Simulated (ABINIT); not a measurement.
# BAs (F-43m): one start, several treatments of the self-energy

Aim: compare treatments of exchange, screening and correlation for the gap of BAs (F-43m).

Program: ABINIT 10.8.3. Level of theory: PBE and many-body steps on it, plane waves. Results are calculated unless marked as measured.

**The experiments to reproduce.**

- Gap 4.12 eV: direct gap from square of absorption coefficient, average of two samples; spectroscopic ellipsometry; 300 K; bulk crystal (CVT-grown opaque bulk crystals) (“Optical properties of cubic boron arsenide”, 2019, arxiv:1911.04914).

- Gap 1.82 eV: indirect optical gap from absorption edge; UV-visible absorption; 300 K; bulk crystal (single crystal grown by chemical vapor transport) (“Basic Physical Properties of Cubic Boron Arsenide”, 2019, arxiv:1911.11281).

- Gap 2.02 eV: indirect gap from square root of absorption coefficient, average of three samples; transmission and reflection spectroscopy; 300 K; bulk crystal (CVT-grown platelets about 10 um thick) (“Optical properties of cubic boron arsenide”, 2019, arxiv:1911.04914).

Most raw output is cut from this account.

### 1. The starting structure

Symmetry: F-43m, No. 216, cubic system. Conventional cell: a = 4.777 Å, b = 4.777 Å, c = 4.777 Å, α = 90.00°, β = 90.00°, γ = 90.00°. Nearest to B lie 4 As at 2.07 Å. As has 4 B at 2.07 Å nearest. Farther neighbours are not listed.

The cell and positions come from the Crystallography Open Database and are kept as given unless a step says otherwise.

### 2. Empty states on the mesh, 6×6×6 mesh, 247 bands

This step: ABINIT 10.8.3; DFT, PBE, plane waves, norm-conserving pseudopotentials.

The sums over transitions need many empty states on a uniform mesh; this step solves for them.

Input file run.abi:

```
acell 3*1.0 Angstrom
rprim 
  -0.000000000000 2.388500000000 2.388500000000
  2.388500000000 -0.000000000000 2.388500000000
  2.388500000000 2.388500000000 -0.000000000000
ntypat 2
znucl 5 33
natom 2
typat 1 2
xred 
  0.000000000000 0.000000000000 0.000000000000
  0.250000000000 0.250000000000 0.250000000000
pp_dirpath "pseudos"
pseudos "B.upf, As.upf"
ecut 38
ngkpt 6 6 6
nshiftk 1
shiftk 0 0 0
kptopt 1
chksymbreak 0
irdden 1
istwfk *1
nband 247
prtvol 0
optdriver 6
gwr_task "HDIAGO"
paral_kgb 0
occopt 1
indata_prefix "in"
outdata_prefix "out"
tmpdata_prefix "tmp"
```

Command:

```sh
OMP_NUM_THREADS=1 mpirun -n 4 abinit run.abi > log
```

It took 36 s on 4 MPI ranks of Arm Neoverse V1, shared host; peak memory 1.2 GiB; 2.4 min of CPU time.

Numbers from this step:

```
gap                                                           : 1.294 eV
k of the valence top                                          : 0, 0, 0
k of the conduction bottom                                    : 0.3333, 0.3333, 0
least direct gap                                              : 3.292 eV
k points computed                                             : 16
lowest point of the top converged band, above the valence top : 223.6914 eV
```

On this mesh the gap is 1.294 eV.

The density comes from a self-consistent run that is not shown.

### 3. Screening, 6×6×6 mesh, 239 bands, screening to 304.8 eV

The RPA dielectric matrix is built and inverted for each q.

This step: RPA screening on PBE, plane waves, norm-conserving pseudopotentials.

Changes to run.abi since step 2:

```diff
@@ -20,10 +20,11 @@
 chksymbreak 0
-irdden 1
 istwfk *1
-nband 247
-prtvol 0
-optdriver 6
-gwr_task "HDIAGO"
-paral_kgb 0
 occopt 1
+irdwfk 1
+optdriver 3
+nband 239
+ecuteps 11.2
+inclvkb 2
+awtr 1
+symchi 1
 indata_prefix "in"
```

Elapsed: 7 min, on 4 MPI ranks; peak memory 1.9 GiB.

Numbers from this step:

```
ε∞ with local fields, on this mesh, along the program's q direction : 10.49
the same without local fields                                       : 11.49
plasma frequency                                                    : 30.18 eV
plane waves in the screening matrix                                 : 331
```

Local fields lower ε∞ by 9 %.

### 4. G0W0, Godby-Needs plasmon pole

The self-energy is evaluated for the states that the input lists, and the levels follow from it, in one-shot runs by the linearised quasiparticle equation.

This step: G0W0 on PBE, plane waves, norm-conserving pseudopotentials.

Changes to run.abi since step 3:

```diff
@@ -23,8 +23,17 @@
 irdwfk 1
-optdriver 3
+optdriver 4
 nband 239
+gwcalctyp 0
+ecutsigx 38
+symsigma 1
+nkptgw 2
+kptgw 
+  0.0000000000 0.0000000000 0.0000000000
+  0.3333333333 0.3333333333 0.0000000000
+bdgw 
+  7 12
+  8 11
 ecuteps 11.2
-inclvkb 2
-awtr 1
-symchi 1
+irdscr 1
+ppmodel 1
 indata_prefix "in"
```

It took 92 s on 4 MPI ranks; peak memory 2 GiB.

Numbers from this step:

- G0W0 gap on the points computed: 2.208 eV
- starting gap on the mesh: 1.294 eV
- k of the valence top: 0, 0, 0
- k of the conduction bottom: 0.3333, 0.3333, 0
- Z at the valence top: 0.805
- Z at the conduction bottom: 0.815
- least direct G0W0 gap on the computed points: 4.122 eV

The gap on the mesh goes from 1.29 eV to 2.21 eV, a correction of +0.91 eV.

### 5. G0W0, Hybertsen-Louie plasmon pole

Changes to run.abi since step 4:

```diff
@@ -37,3 +37,3 @@
 irdscr 1
-ppmodel 1
+ppmodel 2
 indata_prefix "in"
```

It took 91 s on 4 MPI ranks; peak memory 1.9 GiB; 6 min of CPU time.

This step gave:

```yaml
g0w0_gap_on_the_points_computed: 2.364 eV
starting_gap_on_the_mesh: 1.294 eV
k_of_the_valence_top: 0, 0, 0
k_of_the_conduction_bottom: 0.3333, 0.3333, 0
z_at_the_valence_top: 0.852
z_at_the_conduction_bottom: 0.858
least_direct_g0w0_gap_on_the_computed_points: 4.296 eV
```

Against G0W0 in ABINIT (6×6×6 mesh, 239 bands, screening to 304.8 eV, Godby-Needs plasmon pole), the gap moves by +0.156 eV.

### 6. G0W0, von der Linden-Horsch plasmon pole

Changes to run.abi since step 5:

```diff
@@ -37,3 +37,3 @@
 irdscr 1
-ppmodel 2
+ppmodel 3
 indata_prefix "in"
```

It took 35 s on 4 MPI ranks; peak memory 1.8 GiB.

This step gave:

| Quantity | Value |
| --- | --- |
| G0W0 gap on the points computed | 2.265 eV |
| starting gap on the mesh | 1.294 eV |
| k of the valence top | 0, 0, 0 |
| k of the conduction bottom | 0.3333, 0.3333, 0 |
| least direct G0W0 gap on the computed points | 4.239 eV |

Against G0W0 in ABINIT (6×6×6 mesh, 239 bands, screening to 304.8 eV, Godby-Needs plasmon pole), the gap moves by +0.057 eV.

### 7. G0W0, Engel-Farid plasmon pole

Changes to run.abi since step 6:

```diff
@@ -37,3 +37,3 @@
 irdscr 1
-ppmodel 3
+ppmodel 4
 indata_prefix "in"
```

The job ended after 29 s (4 MPI ranks; peak memory 1.8 GiB; 1.9 min of CPU time).

Numbers from this step:

| Item | Value |
| --- | --- |
| G0W0 gap on the points computed | 2.236 eV |
| starting gap on the mesh | 1.294 eV |
| k of the valence top | 0, 0, 0 |
| k of the conduction bottom | 0.3333, 0.3333, 0 |
| least direct G0W0 gap on the computed points | 4.174 eV |

Against G0W0 in ABINIT (6×6×6 mesh, 239 bands, screening to 304.8 eV, Godby-Needs plasmon pole), the gap moves by +0.028 eV.

### 8. One-shot Hartree-Fock

This step: one-shot Hartree-Fock on PBE, plane waves, norm-conserving pseudopotentials.

Changes to run.abi since step 7:

```diff
@@ -24,4 +24,4 @@
 optdriver 4
-nband 239
-gwcalctyp 0
+nband 13
+gwcalctyp 5
 ecutsigx 38
@@ -35,5 +35,4 @@
   8 11
-ecuteps 11.2
-irdscr 1
-ppmodel 4
+ixc_sigma 40
+fftgw 31
 indata_prefix "in"
```

Wall time 2.9 s (4 MPI ranks); peak memory 0.16 GiB.

Numbers from this step:

```yaml
quasiparticle_gap_on_the_points_computed: 7.199 eV
starting_gap_on_the_mesh: 1.294 eV
k_of_the_valence_top: 0, 0, 0
k_of_the_conduction_bottom: 0.3333, 0.3333, 0
least_direct_quasiparticle_gap_on_the_computed_points: 9.268 eV
```

Against G0W0 in ABINIT (6×6×6 mesh, 239 bands, screening to 304.8 eV, Godby-Needs plasmon pole), the gap moves by +4.991 eV.

### 9. Screening, 6×6×6 mesh, 239 bands, screening to 304.8 eV

This step: RPA screening on PBE, plane waves, norm-conserving pseudopotentials.

Changes to run.abi since step 8:

```diff
@@ -23,16 +23,11 @@
 irdwfk 1
-optdriver 4
-nband 13
-gwcalctyp 5
-ecutsigx 38
-symsigma 1
-nkptgw 2
-kptgw 
-  0.0000000000 0.0000000000 0.0000000000
-  0.3333333333 0.3333333333 0.0000000000
-bdgw 
-  7 12
-  8 11
-ixc_sigma 40
-fftgw 31
+optdriver 3
+nband 239
+ecuteps 11.2
+inclvkb 2
+awtr 1
+symchi 1
+gwcalctyp 1
+nfreqre 0
+nfreqim 16
 indata_prefix "in"
```

Wall time 37 min (4 MPI ranks); peak memory 2 GiB.

This step gave:

| Item | Value |
| --- | --- |
| ε∞ with local fields, on this mesh, along the program's q direction | 10.49 |
| the same without local fields | 11.49 |
| plasma frequency | 30.18 eV |
| plane waves in the screening matrix | 331 |

### 10. G0W0, analytic continuation

This step: G0W0 on PBE, plane waves, norm-conserving pseudopotentials.

Changes to run.abi since step 9:

```diff
@@ -23,11 +23,18 @@
 irdwfk 1
-optdriver 3
+optdriver 4
 nband 239
+gwcalctyp 1
+ecutsigx 38
+symsigma 1
+nkptgw 2
+kptgw 
+  0.0000000000 0.0000000000 0.0000000000
+  0.3333333333 0.3333333333 0.0000000000
+bdgw 
+  7 12
+  8 11
 ecuteps 11.2
-inclvkb 2
-awtr 1
-symchi 1
-gwcalctyp 1
-nfreqre 0
-nfreqim 16
+irdscr 1
+nomegasi 12
+omegasimax 25 eV
 indata_prefix "in"
```

Run time: 66 s. Hardware: 4 MPI ranks; peak memory 2.5 GiB.

This step gave:

- G0W0 gap on the points computed: 2.019 eV
- starting gap on the mesh: 1.294 eV
- k of the valence top: 0, 0, 0
- k of the conduction bottom: 0.3333, 0.3333, 0
- least direct G0W0 gap on the computed points: 3.964 eV

Against G0W0 in ABINIT (6×6×6 mesh, 239 bands, screening to 304.8 eV, Godby-Needs plasmon pole), the gap moves by −0.189 eV.

### 11. Side by side

Times are wall times on 4 MPI ranks of Arm Neoverse V1, shared host, good to a factor of about two. A run's time includes the screening step that it read.

| run | mesh | bands | screening cutoff (eV) | DFT gap (eV) | gap on the mesh (eV) | direct (eV) | ε∞ used | time |
| --- | --- | --- | --- | --- | --- | --- | --- | --- |
| G0W0, Godby-Needs plasmon pole | 6×6×6 | 239 | 304.8 | 1.294 | 2.208 | 4.122 | 10.49 | 8.6 min |
| G0W0, Hybertsen-Louie plasmon pole | 6×6×6 | 239 | 304.8 | 1.294 | 2.364 | 4.296 | 10.49 | 8.6 min |
| G0W0, von der Linden-Horsch plasmon pole | 6×6×6 | 239 | 304.8 | 1.294 | 2.265 | 4.239 | 10.49 | 7.6 min |
| G0W0, Engel-Farid plasmon pole | 6×6×6 | 239 | 304.8 | 1.294 | 2.236 | 4.174 | 10.49 | 7.5 min |
| one-shot Hartree-Fock | 6×6×6 | - | - | 1.294 | 7.199 | 9.268 | - | 2.9 s |
| G0W0, analytic continuation | 6×6×6 | 239 | 304.8 | 1.294 | 2.019 | 3.964 | 10.49 | 38 min |

### 12. Summary of results

| Quantity | Value |
| --- | --- |
| G0W0, Godby-Needs plasmon pole | 2.208 eV |
| G0W0, Hybertsen-Louie plasmon pole | 2.364 eV |
| G0W0, von der Linden-Horsch plasmon pole | 2.265 eV |
| G0W0, Engel-Farid plasmon pole | 2.236 eV |
| one-shot Hartree-Fock | 7.199 eV |
| G0W0, analytic continuation | 2.019 eV |
| known limits | not at the basis limit; exchange with frozen shells missing; no spin-orbit coupling |

In words: G0W0, Hybertsen-Louie plasmon pole: +0.156 eV against G0W0, Godby-Needs plasmon pole. G0W0, von der Linden-Horsch plasmon pole: +0.057 eV against G0W0, Godby-Needs plasmon pole. G0W0, Engel-Farid plasmon pole: +0.028 eV against G0W0, Godby-Needs plasmon pole. One-shot Hartree-Fock: +4.991 eV against G0W0, Godby-Needs plasmon pole. G0W0, analytic continuation: −0.189 eV against G0W0, Godby-Needs plasmon pole. Bare exchange alone opens the gap to 7.20 eV; against G0W0, correlation takes back 4.99 eV. Against experiment, by G0W0, Godby-Needs plasmon pole: the direct gap of 4.12 eV lies +0.002 eV from the measured 4.12 eV (direct, 300 K, 2019); the gap of 2.21 eV lies +0.39 eV from the measured 1.82 eV (indirect, 300 K, 2019); the gap of 2.21 eV lies +0.19 eV from the measured 2.02 eV (indirect, 300 K, 2019). An exciton line or allowed optical edge lies below the quasiparticle gap by the binding energy; a forbidden edge can push the onset above it. These are gaps on the mesh, at modest bands and cutoff. The calculation has static nuclei and no excitons; a measured gap holds zero-point and thermal motion, which mostly lowers it. Bands and cutoff are finite, so the gap is not at the basis limit. The miss can reach some tenths of an eV and take either sign; the mesh is an error of its own. In the G0W0 runs levels were corrected at 2 k points alone, so a gap called «on the mesh» is the least over those, and an edge elsewhere would be missed. The norm-conserving file of at least one element keeps a d shell over frozen s and p shells of the same row. Exchange with those shells is missing from the self-energy, an error of 0.3 to 0.9 eV in cases checked, whose sign depends on which edge lies on those atoms. The many-body steps are scalar-relativistic: spin-orbit coupling is not in them.

[Paths, hosts, dates, memory and timing lines, banners, echoed tables and standing remarks are left out of the program output.]

[Logs are printed without paths, hosts, clocks, repeated set-up lines and the standing remarks that a program may print on its own settings, such as how far it seeks lower states.]

[Runs of the session that timed out or met a known fault of the program may be left out.]

[Hosts, paths, dates, database ids (printed as entryN), source tags and the programs' standing remarks are cut or masked in the printed files.]

[G0W0 gaps are taken among the corrected bands and points alone; a level outside them can change the order at an edge.]

[Where Ansatz stands beside ABINIT at settings called matched, ABINIT's density can come from a denser mesh and the files from another edition; pairs whose starting gaps differed by over 0.03 eV were left out, so agreement reads better than it is.]
